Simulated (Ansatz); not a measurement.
# How TiC (Fm-3m) expands on warming, part 3 of 5

Aim: the lattice, expansion, heat capacity and bulk modulus of TiC as it warms.

Measurements to reproduce:
- heat capacity C_P per formula unit 33.9 J/mol/K near room temperature (given in “High-Throughput Prediction of Finite-Temperature Properties using the Quasi-Harmonic Approximation”, 2016, arXiv:1603.06924)

Ansatz 0.2.0; DFT LDA, scalar-relativistic, plane waves, PAW (the session's first sound run).

So far, isothermal bulk modulus at 298 K (GPa): step 6 (the quasi-harmonic study, functional LDA, q-mesh 2×2×2) 272. Also principal linear expansion coefficients at 298 K (× 1e-6/K): step 6 5.60.

The database entry behind the starting cell differs from later determinations by our own check (0.1 to 0.3 % short, probably kX units), so it need not match the best structure at ambient conditions.

### 7. Phonons on strained cells, q-mesh 4×4×4

The study relaxes the crystal at several strains, solves the phonons on some of them and minimises the free energy at each temperature (static energy, vibrations, the electrons in a metal, and PV under a set pressure); the q-mesh sets how far the force constants reach.

input.yaml

```yaml
crystal:
  lattice:
    - [0.0, 2.1304114061, 2.1304114061]
    - [2.1304114061, 0.0, 2.1304114061]
    - [2.1304114061, 2.1304114061, 0.0]
  atoms:
    - { symbol: Ti, position: [0.0, 0.0, 0.0] }
    - { symbol: C, position: [0.5, 0.5, 0.5] }
kpoints:
  mp_grid: { grid: [16, 16, 16] }
hamiltonian:
  xc: lda
scf:
  occupations: { method: methfessel_paxton, width: 0.2 }
  lower_state_search: "off"
output:
  eigenvalues: true
phonons:
  method: dfpt
  qmesh: [4, 4, 4]
  temperatures: { t_max: 1200.0, t_step: 50 }
  thermal_expansion: {}
```

Run with:

```bash
$ ansatz run input.yaml --threads 8 --pin off --max-ram 16384MiB --backend cpu --events-out ev --progress --plain --runs-dir out
```

Numbers of over 12 decimals in the logs are rounded to 6 here.

The program printed:

```text
[...]
Crystal: 2 atoms, lattice volume = 19.338 Å³
Basis set: ecut = 487.2 eV, 459 PW (Γ), exchange–correlation on 48×48×48 points (8 copies of the dense FFT grid, shifted against one another)
Bands: 12, of which v1, the nominal top of the filled ones, is band 8 counted from 1 (7 counted from 0)
Symmetry: 48 space group operations
[...]
k-points: 145 of 4096
[...]
SCF iter   1: F=—  HF=-2695.185263 eV  |F-HF|=—  |Δ(HF+E_count)|=         —  Δρ=1.03e-2  dr2=2.38e-2  ethr=1.77e-3  ⟨swp⟩=4.4  Hψ=8721  notcnv=0
[...]
SCF iter   7: F=-2695.180279 eV  HF=-2695.180279 eV  |F-HF|=1.82e-12  |Δ(HF+E_count)|=  3.14e-11  S|Δr|=    0.00e0  Δρ=7.77e-8  dr2=1.16e-12  ethr=1.00e-12  ⟨swp⟩=5.2  Hψ=6346  notcnv=0
[...]
SCF 1 converged in 7 iterations: F = -2695.180279 eV  dr2 = 1.16e-12
[...]
relax step   1: F+E_penalty+E_count = -2695.18027921 eV  Δ(F+E_penalty+E_count) = +0.000e0 eV  max|allowed force component| = 2.564e-30 eV/Å  Δτ_max = 0.0000 Å  (7 SCF iters, accepted)
SCF converged after 7 iterations
[...]
Free energy (F): -2695.180279 eV
[...]
Internal energy: -2695.179971 eV  (E = F + TS)
E sigma→0 (E₀):  -2695.180202 eV
Entropy (-TS):   -0.000308 eV (-0.154 meV/atom)
Fermi energy:    15.225973 eV
[...]
--- Stress (GPa, compression-positive) ---
       -0.005223       0.000000       0.000000
        0.000000      -0.005223      -0.000000
       -0.000000       0.000000      -0.005223
  P = ⅓ Tr σ = -0.0052 GPa (-0.052 kbar)
--- Band table (eV; the first three rows and the last of 145) ---
  k-point 0: bands = [... 4 lower, 2.7892, 15.8917, 15.8917, 15.8917, 16.9884, 16.9884, 16.9884, 17.0683]
  k-point 1: bands = [... 4 lower, 2.8845, 15.4434, 15.7026, 15.7026, 16.2931, 16.2931, 17.2380, 18.0915]
  k-point 2: bands = [... 4 lower, 3.1641, 14.5527, 14.9214, 14.9214, 16.3550, 16.3550, 17.5954, 19.2154]
  k-point 144: bands = [... 4 lower, 5.7879, 12.0304, 12.0304, 12.4275, 18.1695, 18.1695, 18.9730, 20.8158]
── thermal expansion: 3 new cells, 3 in all ──
thermal expansion: relaxation of cell 2
thermal expansion: relaxation of cell 3
── thermal expansion: 2 new cells, 5 in all ──
thermal expansion: relaxation of cell 4
thermal expansion: electrons of cell 4
thermal expansion: phonons of cell 4
thermal expansion: relaxation of cell 5
thermal expansion: electrons of cell 1
thermal expansion: electrons of cell 2
thermal expansion: electrons of cell 3
thermal expansion: electrons of cell 5
thermal expansion: phonons of cell 5
── thermal expansion: 5 new cells, 10 in all ──
thermal expansion: relaxation of cell 6
thermal expansion: relaxation of cell 7
thermal expansion: relaxation of cell 8
thermal expansion: relaxation of cell 9
thermal expansion: relaxation of cell 10
thermal expansion: electrons of cell 6
thermal expansion: electrons of cell 7
thermal expansion: electrons of cell 8
thermal expansion: electrons of cell 9
thermal expansion: electrons of cell 10
thermal expansion: phonons of cell 6
thermal expansion: phonons of cell 7
--- Relaxed structure (1 steps of the walk, 1 accepted, 0 SCFs on fresh bases) ---
  F+E_penalty+E_count = -2695.18027921 eV   max|allowed force component| = 2.564e-30 eV/Å
  atoms:
    - { symbol: Ti, position: [0.0, 0.0, 0.0] }
    - { symbol: C, position: [0.5, 0.5, 0.5] }
--- Thermal expansion: 10 cells in 3 rounds, 0 GPa ---
  no lower state was looked for at cell 4: scf.lower_state_search: off
  without vibrations: a 3.01283, b 3.01283, c 3.01283 Å, V 19.3379 Å³, B 282.07 GPa
  at 0 K: a 3.02034, b 3.02034, c 3.02034 Å, V 19.4828 Å³, B 276.07 GPa
  zero-point expansion: a +0.249, b +0.249, c +0.249, V +0.749 %
[...]
0.00    3.02034    3.02034    3.02034    19.4828 |    0.00    0.00    0.00    0.00 |    7.47 |     0.000     0.000 |   276.07   276.07
   150.00    3.02071    3.02071    3.02071    19.4900 |    2.55    2.55    2.55    7.65 |   12.54 |    15.503    15.475 |   275.16   275.66
   298.15    3.02258    3.02258    3.02258    19.5263 |    5.46    5.46    5.46   16.38 |       - |    33.904    33.648 |   271.78   273.84
   400.00    3.02443    3.02443    3.02443    19.5622 |    6.46    6.46    6.46   19.39 |   18.04 |    40.210    39.733 |   268.91   272.13
   550.00    3.02758    3.02758    3.02758    19.6232 |    7.30    7.30    7.30   21.89 |   19.70 |    45.119    44.295 |   264.38   269.29
   700.00    3.03101    3.03101    3.03101    19.6901 |    7.80    7.80    7.80   23.41 |   20.88 |    47.769    46.588 |   259.64   266.22
   850.00    3.03465    3.03465    3.03465    19.7611 |    8.18    8.18    8.18   24.54 |   21.79 |    49.469    47.917 |   254.75   263.00
  1000.00    3.03845    3.03845    3.03845    19.8355 |    8.50    8.50    8.50   25.50 |   22.56 |    50.726    48.786 |   249.72   259.66
  1150.00    3.04240    3.04240    3.04240    19.9129 |    8.80    8.80    8.80   26.40 |   23.24 |    51.767    49.415 |   244.57   256.21
  1200.00    3.04375    3.04375    3.04375    19.9393 |    8.90    8.90    8.90   26.70 |   23.45 |    52.087    49.593 |   242.82   255.03
[...]
vibrations' free energy: its fit passes through its cells
[...]
free energies summed between the sampled wave vectors
[...]
```

Elapsed: 9.6 min, on 8 threads of Arm Neoverse V2, shared host; peak memory 3 GiB.

This step gave:

| Property | Result |
| --- | --- |
| volume expansion coefficient at 298 K | 16.38 1e-6/K |
| C_P at 298 K | 16.95 J/mol-atom/K |
| entropy at 298 K | 11.97 J/mol-atom/K |
| isothermal bulk modulus at 298 K | 271.8 GPa |
| Grüneisen parameter at 298 K | 1.555 |
| volume at 298 K | 9.763 Å³/atom |
| principal linear expansion coefficients at 298 K | 5.458, 5.458, 5.458 1e-6/K |

Strained cells of the study; zero-point energy where phonons were solved; the pressures are stresses at a fixed cutoff and can carry an offset from the finite basis. Expansion cells, by row:

```
cell  |a| (Å)  |b| (Å)  |c| (Å)  V (Å³/atom)  E - E_lowest (meV/atom)  pressure, compression positive (GPa)  gap (eV)  zero-point energy (meV/atom)
   1    3.013    3.013    3.013        9.669                        0                                -0.044         -                             -
   2    3.037    3.037    3.037        9.903                    4.794                                 -6.47         -                             -
   3    2.989    2.989    2.989        9.441                    4.933                                 7.026         -                             -
   4    3.013    3.013    3.013        9.671                    0.001                                -0.092         -                         86.44
   5    3.028    3.028    3.028        9.817                    1.935                                -4.184         -                         84.55
   6    3.041    3.041    3.041        9.938                     6.31                                -7.374         -                            83
   7    3.054    3.054    3.054        10.07                    14.01                                -10.72         -                         81.28
   8    2.983    2.983    2.983        9.386                    7.675                                 8.859         -                             -
   9    2.998    2.998    2.998        9.527                    1.876                                 4.252         -                             -
  10    3.075    3.075    3.075        10.28                    30.99                                -15.39         -                             -
```

Quasi-harmonic; a, b, c are the run's own cell vectors. Expansion, by row:

```
T (K)  a (Å)  b (Å)  c (Å)  alpha (deg)  beta (deg)  gamma (deg)  cell volume (Å³/cell)  alpha_a (1e-6/K)  alpha_b (1e-6/K)  alpha_c (1e-6/K)  alpha_V (1e-6/K)  C_P (J/mol-atom/K)  C_V (J/mol-atom/K)  S (J/mol-atom/K)  B_T (GPa)  B_S (GPa)  Grueneisen  extrapolation  fit error (1e-6/K)
    0   3.02   3.02   3.02           60          60           60                  19.48                 0                 0                 0                 0                   0                   0                 0      276.1      276.1           -              0                   0
   50   3.02   3.02   3.02           60          60           60                  19.48              0.13              0.13              0.13              0.39               0.433               0.433             0.126      276.1      276.1        1.46              0                   0
  100   3.02   3.02   3.02           60          60           60                  19.48              1.17              1.17              1.17              3.51               3.544               3.542             1.239      275.8        276       1.604              0                   0
  150  3.021  3.021  3.021           60          60           60                  19.49              2.55              2.55              2.55              7.65               7.752               7.737             3.468      275.2      275.7       1.596              0                   0
  200  3.021  3.021  3.021           60          60           60                   19.5              3.78              3.78              3.78             11.33                11.6               11.56             6.242      274.2      275.2       1.578              0                   0
  250  3.022  3.022  3.022           60          60           60                  19.51              4.75              4.75              4.75             14.24               14.69               14.61             9.177        273      274.5       1.564              0                   0
298.1  3.023  3.023  3.023           60          60           60                  19.53              5.46              5.46              5.46             16.38               16.95               16.82             11.97      271.8      273.8       1.555              0                   0
  300  3.023  3.023  3.023           60          60           60                  19.53              5.48              5.48              5.48             16.45               17.03                16.9             12.07      271.7      273.8       1.555              0                   0
  350  3.023  3.023  3.023           60          60           60                  19.54              6.04              6.04              6.04             18.11               18.78                18.6             14.84      270.3        273       1.549              0                   0
  400  3.024  3.024  3.024           60          60           60                  19.56              6.46              6.46              6.46             19.39               20.11               19.87             17.43      268.9      272.1       1.546              0                   0
  450  3.025  3.025  3.025           60          60           60                  19.58               6.8               6.8               6.8              20.4               21.12               20.83             19.86      267.4      271.2       1.544              0                0.01
  500  3.026  3.026  3.026           60          60           60                   19.6              7.07              7.07              7.07             21.21               21.92               21.57             22.13      265.9      270.3       1.544              0                0.01
  550  3.028  3.028  3.028           60          60           60                  19.62               7.3               7.3               7.3             21.89               22.56               22.15             24.25      264.4      269.3       1.544              0                0.01
  600  3.029  3.029  3.029           60          60           60                  19.64              7.49              7.49              7.49             22.46               23.08               22.61             26.24      262.8      268.3       1.545              0                0.01
  650   3.03   3.03   3.03           60          60           60                  19.67              7.66              7.66              7.66             22.97               23.52               22.98              28.1      261.2      267.3       1.546              0                0.01
  700  3.031  3.031  3.031           60          60           60                  19.69               7.8               7.8               7.8             23.41               23.89               23.29             29.86      259.6      266.2       1.547              0                0.01
  750  3.032  3.032  3.032           60          60           60                  19.71              7.94              7.94              7.94             23.82                24.2               23.55             31.52        258      265.2       1.549              0                0.01
  800  3.033  3.033  3.033           60          60           60                  19.74              8.06              8.06              8.06             24.19               24.48               23.77             33.09      256.4      264.1       1.551              0                0.01
  850  3.035  3.035  3.035           60          60           60                  19.76              8.18              8.18              8.18             24.54               24.73               23.96             34.58      254.8        263       1.553              0                   0
  900  3.036  3.036  3.036           60          60           60                  19.79              8.29              8.29              8.29             24.87               24.96               24.12                36      253.1      261.9       1.555              0                   0
  950  3.037  3.037  3.037           60          60           60                  19.81               8.4               8.4               8.4             25.19               25.17               24.27             37.36      251.4      260.8       1.557              0                0.01
 1000  3.038  3.038  3.038           60          60           60                  19.84               8.5               8.5               8.5              25.5               25.36               24.39             38.65      249.7      259.7       1.559              0                0.01
 1050   3.04   3.04   3.04           60          60           60                  19.86               8.6               8.6               8.6             25.81               25.55               24.51              39.9        248      258.5       1.562              0                0.01
 1100  3.041  3.041  3.041           60          60           60                  19.89               8.7               8.7               8.7             26.11               25.72               24.61             41.09      246.3      257.4       1.564              0                0.01
 1150  3.042  3.042  3.042           60          60           60                  19.91               8.8               8.8               8.8              26.4               25.88               24.71             42.23      244.6      256.2       1.567              0                0.01
 1200  3.044  3.044  3.044           60          60           60                  19.94               8.9               8.9               8.9              26.7               26.04                24.8             43.34      242.8        255        1.57              0                0.02
```

Expansion coefficient against temperature; values in 1e-6/K:

```
temperature (K)  volume  principal 1
              0       0            0
             50    0.39         0.13
            100    3.51         1.17
            150    7.65         2.55
            200    11.3         3.78
            250    14.2         4.75
            298    16.4         5.46
            300    16.4         5.48
            350    18.1         6.04
            400    19.4         6.46
            450    20.4          6.8
            500    21.2         7.07
            550    21.9          7.3
            600    22.5         7.49
            650    23.0         7.66
            700    23.4          7.8
            750    23.8         7.94
            800    24.2         8.06
            850    24.5         8.18
            900    24.9         8.29
            950    25.2          8.4
           1000    25.5          8.5
           1050    25.8          8.6
           1100    26.1          8.7
           1150    26.4          8.8
           1200    26.7          8.9
```

Changing the q-mesh (2×2×2 → 4×4×4) takes the volume expansion at 298 K from 16.8 to 16.4 × 10⁻⁶/K and B_T from 272 to 272 GPa.

(Part 3 of 5 ends here.)

[Logs are printed without paths, hosts, clocks, repeated set-up lines and the standing remarks that a program may print on its own settings, such as how far it seeks lower states.]

[Hosts, paths, dates, database ids (printed as entryN), source tags and the programs' standing remarks are cut or masked in the printed files.]

[A step with changed settings may run another functional than the one named; its input shows which.]
